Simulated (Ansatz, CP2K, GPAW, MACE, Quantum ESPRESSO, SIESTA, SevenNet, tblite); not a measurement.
# Running twisted graphene double bilayer, 27.80° (104 atoms) with tblite

How do the settings of tblite change the result for twisted graphene double bilayer, 27.80° (104 atoms)? A plane-wave run serves as the yardstick.

Program: tblite 0.8.0. Level of theory: the method is named at each step. Results are calculated unless marked as measured.

## 1. Set-up

The cell holds 104 atoms: 104 C. Its edges and angles: a = 8.870 Å, b = 8.870 Å, c = 24.180 Å, α = 90.0°, β = 90.0°, γ = 120.0°. It derives from C (graphene). Graphene (a = 2.46 Å) under graphene (a = 2.46 Å), double bilayer, commensurate cell of 13 unit cells a layer, twist 27.80 deg; facing planes 3.33, 3.52, 3.33 Å apart as built; 14 Å of vacuum; minimised with a classical potential. Then every atom was moved at random, 0.05 Å r.m.s. a Cartesian component. Regions: layer 1, 26 atoms (26 C); layer 2, 26 atoms (26 C); layer 3, 26 atoms (26 C); layer 4, 26 atoms (26 C). Vacuum lies along c.

The yardstick, on the same geometry:

```
method                 : Kohn-Sham DFT, PBE, PAW, plane waves (Ansatz 0.2.0); cutoff 420 eV, Γ point, fermi-dirac smearing of 0.05 eV; PAW set soft_2
r.m.s. force component : 2.963 eV/Å
longest force          : 12.69 eV/Å
SCF cycles             : 9
time                   : 9.9 s on 8 threads of Arm Neoverse V2, shared host
CPU time               : 73 s
```

## 2. GFN2-xTB

Method: GFN2-xTB tight binding, diagonalisation.

File run.py:

```python
import numpy as np
from ase.io import read
from tblite.ase import TBLite

atoms = read("structure.xyz")
atoms.calc = TBLite(method="GFN2-xTB", electronic_temperature=580, accuracy=1.0, max_iterations=250, mixer_damping=0.1, verbosity=1)
energy = atoms.get_potential_energy()
forces = atoms.get_forces()
print(f"energy {energy:.6f} eV")
print("forces (eV/A)")
for i, (a, f) in enumerate(zip(atoms, forces)):
    print(f"{i:4d} {a.symbol:2s} {f[0]:10.5f} {f[1]:10.5f} {f[2]:10.5f}")
print("charges (e)")
print(np.array2string(atoms.get_charges(), precision=4, suppress_small=True, max_line_width=110, threshold=100000))
```

File structure.xyz:

```xyz
104
Lattice="8.86970 0.00000 0.00000 -4.43485 7.68139 0.00000 0.00000 0.00000 24.18000" Properties=species:S:1:pos:R:3 pbc="T T T"
C 0.27567 1.43780 7.02598
C 1.33799 0.43707 7.02792
C -0.36574 3.62339 7.05476
C 0.69632 2.76015 6.93990
C -1.01190 6.20265 7.06757
C -0.03038 5.06042 7.08740
C 2.74318 0.80232 7.04629
C -0.63214 7.60442 7.07072
C 2.08269 3.17426 6.96577
C 2.97015 2.13504 6.94764
C 1.39560 5.51762 7.03179
C 2.37043 4.48562 7.03396
C 5.12842 0.26432 7.01534
C 1.68143 6.81508 7.01679
C 4.47082 2.56105 7.02115
C 5.41154 1.59950 7.04968
C 3.70257 4.84127 7.00567
C 4.77957 3.93402 7.06467
C 3.06036 7.30277 6.91959
C 3.99447 6.25065 6.99020
C 6.74856 1.93456 7.00857
C 7.83731 1.08023 7.02139
C 6.15273 4.36364 7.02647
C -1.66267 3.33011 7.03275
C -3.45395 6.72798 6.95489
C -2.31371 5.72824 7.10916
C 0.74270 2.69502 10.44987
C 1.69447 1.74014 10.45712
C -0.02967 5.12280 10.44673
C 0.98596 4.09372 10.39063
C -0.58833 7.51793 10.42545
C 0.29328 6.55107 10.35291
C 3.05725 2.16239 10.36040
C 4.15528 1.13577 10.32002
C 2.35863 4.51973 10.38120
C 3.40672 3.55380 10.39256
C 1.64994 6.90588 10.36645
C 2.69923 5.91421 10.41844
C 5.44440 1.69098 10.32027
C 6.44552 0.64938 10.39547
C 4.83279 3.83755 10.43488
C 5.90886 2.89704 10.47236
C 4.09904 6.26832 10.51032
C 5.13990 5.26267 10.46607
C 7.88042 1.02785 10.32486
C 4.41543 7.63330 10.45833
C -1.71274 3.33864 10.49194
C -0.72714 2.39951 10.45060
C -2.49012 5.75328 10.40248
C -1.37006 4.76054 10.47598
C 1.36092 0.44083 10.37902
C -1.99985 7.08286 10.39015
C 6.18546 0.76153 13.87956
C 5.75918 2.12606 13.66484
C 4.33804 2.65799 13.81718
C 4.06538 3.96029 13.74536
[... 44 atom lines left out ...]
C 5.75142 2.13750 17.11823
C 5.43141 3.52353 17.15644
C 4.09545 3.90668 17.15402
C 3.78705 5.37398 17.20020
```

Launch:

```sh
OMP_NUM_THREADS=1 python run.py > output.txt
```

The program printed:

```text
------------------------------------------------------------
  cycle        total energy    energy error   density error
------------------------------------------------------------
      1     -223.5958857820  -2.2832060E+02   1.5072948E-01
      2     -223.6040548166  -8.1690346E-03   1.3553000E-01
      3     -223.5725085066   3.1546310E-02   1.7216008E-02
      4     -223.6081737825  -3.5665276E-02   2.9017617E-03
      5     -223.6087556385  -5.8185599E-04   1.7151427E-03
      6     -223.6088389765  -8.3337988E-05   1.1908040E-03
      7     -223.6088352622   3.7143409E-06   5.4266960E-04
      8     -223.6088450528  -9.7906324E-06   9.1587370E-05
      9     -223.6088456146  -5.6176484E-07   5.1592115E-05
     10     -223.6088457798  -1.6528472E-07   2.8639740E-05
     11     -223.6088457794   4.6702553E-10   1.5856297E-05
------------------------------------------------------------
 total:                                   5.109 sec
energy -6084.706621 eV
forces (eV/A)
   0 C     3.84535   -1.32941   -0.53181
   1 C    -0.69210   -1.92024   -0.24929
   2 C     2.54513    5.69072   -0.22688
   3 C     0.69655   -0.20717    0.88607
   4 C     2.29845   -3.10728    0.49348
   5 C     0.79175    2.63463   -0.36198
   6 C    -3.06397   -0.21607   -0.30477
   7 C    -1.31791   -3.66094   -0.13814
   8 C    -3.96901   -2.80589   -0.12686
   9 C     5.89160    2.62699    0.72745
  10 C    -3.66624   -3.96401    0.29775
  11 C     0.64575    2.31463   -0.29029
  12 C     0.48761   -3.85065    0.31175
  13 C     1.21123    6.47563   -0.46833
  14 C    -4.78270    0.98235   -0.08930
  15 C     2.10559   -0.59183   -0.37400
  16 C     1.56979    2.46906    0.32101
  17 C     0.68846    0.04829   -0.59222
  18 C    -0.83528   -0.51346    1.22879
  19 C     3.24040    1.75615   -0.51209
  20 C     2.81272    3.45950    0.31207
  21 C    -2.45062   -4.68558   -0.57241
  22 C     1.25204   -0.82242    0.73076
  23 C    -5.86005   -1.09518    0.06409
[...]
96 C     4.59202    6.19411   -0.05033
  97 C    -7.14902  -10.09243    0.21184
  98 C     0.68091    1.56976    0.74237
  99 C     2.59046   -4.11730   -0.97454
 100 C     2.54742   -0.34613    0.50723
 101 C     1.30172    0.19513   -0.29691
 102 C    -0.26489    3.38600   -0.31256
 103 C    -3.45781   -4.11686   -0.57855
charges (e)
[ 0.0067 -0.0078  0.0121 -0.0014 -0.0044 -0.0229  0.0117  0.0082  0.008  -0.0044  0.0051  0.0111 -0.0005
  0.0013 -0.0104  0.0173  0.0044  0.006  -0.0117 -0.0047 -0.0011  0.006  -0.0055 -0.0051 -0.0189  0.0008
 -0.0025  0.0161 -0.002  -0.0018  0.0189  0.0103 -0.0153  0.001   0.     -0.0012 -0.006  -0.0031  0.0104
 -0.0219 -0.0096  0.023   0.001   0.0055 -0.0074 -0.0007  0.0097  0.0001  0.0064 -0.0115 -0.0036 -0.0157
  0.0065 -0.0197  0.0096 -0.0007  0.0047  0.0026  0.0048  0.0141  0.0089 -0.0152 -0.0008 -0.002  -0.0138
 -0.0042  0.002   0.0133 -0.0108 -0.0016 -0.0161  0.0179 -0.0077  0.0048 -0.0065 -0.005   0.0159 -0.0006
  0.0185  0.0057 -0.0096  0.0008 -0.0033  0.0119 -0.0091  0.0124 -0.0093 -0.0065  0.0146 -0.0112  0.0043
  0.0005  0.0194  0.011   0.0178 -0.0112 -0.014  -0.0126 -0.0191 -0.0023 -0.0095  0.0056  0.0022 -0.0074]
```

The job ended after 5.6 s (1 thread of Arm Neoverse V2, shared host; peak memory 0.13 GiB).

Banners, paths, timers and routine set-up lines are dropped from the logs unmarked, and long logs keep their key lines alone; longer cuts are marked.

Compared with the plane-wave run:

```
r.m.s. force component                  : 2.866 eV/Å
r.m.s. difference of force components   : 186.5 meV/Å
longest difference of force vectors     : 537.6 meV/Å
force difference over r.m.s. force      : 6.295 %
slope of forces against the reference's : 0.9658
correlation of force components         : 0.9985
```

The surroundings of C53, picked at random, nearest first, numbered as they follow in the input and with coordinates relative to it.

```
atom      x      y      z  distance (Å)  bonds  Mulliken charge (e)     Fx     Fy  Fz (eV/Å)
 C53   0.00   0.00   0.00          0.00      3                 0.01  -3.77   2.29      -1.77
 C72   1.33  -0.37  -0.11          1.38      3                 0.02   0.89  -2.60       0.52
 C66  -1.10  -0.90  -0.10          1.43      3                 0.00   3.78  -4.66       0.67
 C54  -0.43   1.36  -0.21          1.45      3                -0.02   1.42   1.89       2.72
 C69   2.36   0.53  -0.09          2.42      3                -0.01   0.39   5.86      -0.52
 C71   1.70  -1.75  -0.07          2.43      3                -0.02  -0.31  -1.50      -0.37
 C75   0.65   2.36  -0.04          2.45      3                -0.01  -4.88   2.54      -1.84
 C57  -2.41  -0.58  -0.03          2.48      3                 0.00  -0.75   4.06      -0.51
 C65  -0.71  -2.40  -0.11          2.50      3                -0.01  -2.04   3.44       0.70
```

Atoms are counted from 1 here, from 0 in the log.

Forces lie 6.3 % from the reference's, at 0.077 times its CPU time (on 1 against 8 cores).

## 3. GFN1-xTB

Method: GFN1-xTB tight binding, diagonalisation.

Changes to run.py since step 2:

```diff
@@ -5,3 +5,3 @@
 atoms = read("structure.xyz")
-atoms.calc = TBLite(method="GFN2-xTB", electronic_temperature=580, accuracy=1.0, max_iterations=250, mixer_damping=0.1, verbosity=1)
+atoms.calc = TBLite(method="GFN1-xTB", electronic_temperature=580, accuracy=1.0, max_iterations=250, mixer_damping=0.1, verbosity=1)
 energy = atoms.get_potential_energy()
```

structure.xyz is that of step 2.

The program printed:

```text
------------------------------------------------------------
  cycle        total energy    energy error   density error
------------------------------------------------------------
      1     -220.5036705704  -2.2452117E+02   9.2110435E-01
      2     -220.5085202485  -4.8496781E-03   8.2891538E-01
      3     -220.4918608733   1.6659375E-02   2.6552105E-02
      4     -220.5106649136  -1.8804040E-02   1.0044799E-02
      5     -220.5120123100  -1.3473964E-03   3.5063401E-03
      6     -220.5124269296  -4.1461960E-04   7.1396713E-04
      7     -220.5124384029  -1.1473287E-05   2.1732975E-04
      8     -220.5124389925  -5.8961751E-07   9.4538564E-05
      9     -220.5124392357  -2.4323771E-07   2.7114621E-05
     10     -220.5124392428  -7.0710939E-09   1.4561168E-05
------------------------------------------------------------
 total:                                   1.249 sec
energy -6000.449107 eV
forces (eV/A)
   0 C     3.90531   -1.33130   -0.52620
   1 C    -0.70567   -1.98001   -0.25200
   2 C     2.57699    5.77016   -0.22905
   3 C     0.66657   -0.24062    0.83211
   4 C     2.34063   -3.17669    0.47681
   5 C     0.81115    2.66746   -0.35739
   6 C    -3.09883   -0.16510   -0.30239
   7 C    -1.30763   -3.67989   -0.14189
   8 C    -4.03796   -2.87615   -0.15508
   9 C     6.00786    2.65247    0.67394
  10 C    -3.73871   -3.98423    0.28956
  11 C     0.70065    2.32436   -0.28891
[...]
99 C     2.64726   -4.16000   -0.92577
 100 C     2.61753   -0.34869    0.50959
 101 C     1.31268    0.20824   -0.27695
 102 C    -0.24787    3.43700   -0.28662
 103 C    -3.49173   -4.19464   -0.54087
charges (e)
[ 0.007  -0.0077  0.0133 -0.0012 -0.0036 -0.0215  0.0093  0.0077  0.0075 -0.0032  0.0036  0.0097 -0.0017
  0.0015 -0.0121  0.0161  0.0048  0.0037 -0.011  -0.0023 -0.0007  0.0055 -0.0059 -0.004  -0.0156  0.0018
 -0.0017  0.0153 -0.0032 -0.0019  0.0176  0.0097 -0.0149 -0.0001 -0.0003 -0.002  -0.0044 -0.0018  0.0104
 -0.0192 -0.0105  0.0225  0.0013  0.0037 -0.0067 -0.0004  0.0078  0.0013  0.0073 -0.0118 -0.0022 -0.0166
  0.0055 -0.0201  0.0102 -0.0021  0.0029  0.0028  0.0054  0.0133  0.0092 -0.0135 -0.0007 -0.0026 -0.0144
 -0.003   0.0002  0.0139 -0.01   -0.0004 -0.0165  0.0174 -0.0086  0.0041 -0.0062 -0.0042  0.0147  0.0018
  0.0192  0.0054 -0.007  -0.002  -0.0037  0.0118 -0.007   0.012  -0.0075 -0.0069  0.0146 -0.0106  0.0026
 -0.0023  0.0179  0.0109  0.0177 -0.0105 -0.0136 -0.0126 -0.0196 -0.002  -0.0092  0.0058  0.0037 -0.0065]
```

Wall time 1.7 s (1 thread); peak memory 0.13 GiB.

Against the reference:

```
r.m.s. force component                  : 2.904 eV/Å
r.m.s. difference of force components   : 169.8 meV/Å
longest difference of force vectors     : 504.1 meV/Å
force difference over r.m.s. force      : 5.729 %
slope of forces against the reference's : 0.9787
correlation of force components         : 0.9985
```

Against the first run (6.3 %), the force difference from the reference is 5.7 %, at 0.31 times the CPU time.

## 4. Side by side

Differences are against the plane-wave reference, forces as r.m.s. over components; share is that over the reference's r.m.s. force, slope the least-squares factor from reference forces to these. Total energies of different programs have different zeros and aren't compared.

```
            run  Δ force, r.m.s. (meV/Å)  share (%)  slope  cores  CPU time  memory (GiB)
      reference                        -          -      -      8      73 s           1.7
tblite GFN2-xTB                      187       6.30  0.966      1     5.6 s          0.13
tblite GFN1-xTB                      170       5.73  0.979      1     1.7 s          0.13
```

CPU time is summed over cores on a shared host, where runs went side by side, so it is rough. Symmetry, cutoffs, thresholds, outputs and thread counts weren't matched or tuned between programs; memory under MPI is the largest rank's times the ranks.

## 5. Results

| Quantity | Value |
| --- | --- |
| nearest in forces | tblite GFN1-xTB, 5.7 % |
| its CPU time | 1.7 s |

In words: Tight binding differs by 5.7 % (tblite GFN1-xTB) to 6.3 % (tblite GFN2-xTB); it is another model, with fitted parameters of its own, and the xTB methods hold dispersion. Of the electronic-structure runs that take under half the reference's CPU time, tblite GFN1-xTB comes nearest, at 5.7 % in 1.7 s against 73 s. Periodic xTB results under one method name differ between programs and library versions. The reference's PBE has no dispersion term, which matters for the binding between molecules or layers. One k-point is far too coarse for the carbon or group-IV sheet, and it can put spurious forces of up to about 1 eV/Å on the sheet's atoms. The electronic-structure runs sample only Γ, in a cell whose shortest periodic width is 8 Å.

[Also dropped from logs without a mark: logging warnings of Python, and SIESTA's first energy breakdown and zero terms.]

[Logs are printed without paths, hosts, clocks, repeated set-up lines and the standing remarks that a program may print on its own settings, such as how far it seeks lower states.]

[Hosts, paths, dates, database ids (printed as entryN), source tags and the programs' standing remarks are cut or masked in the printed files.]
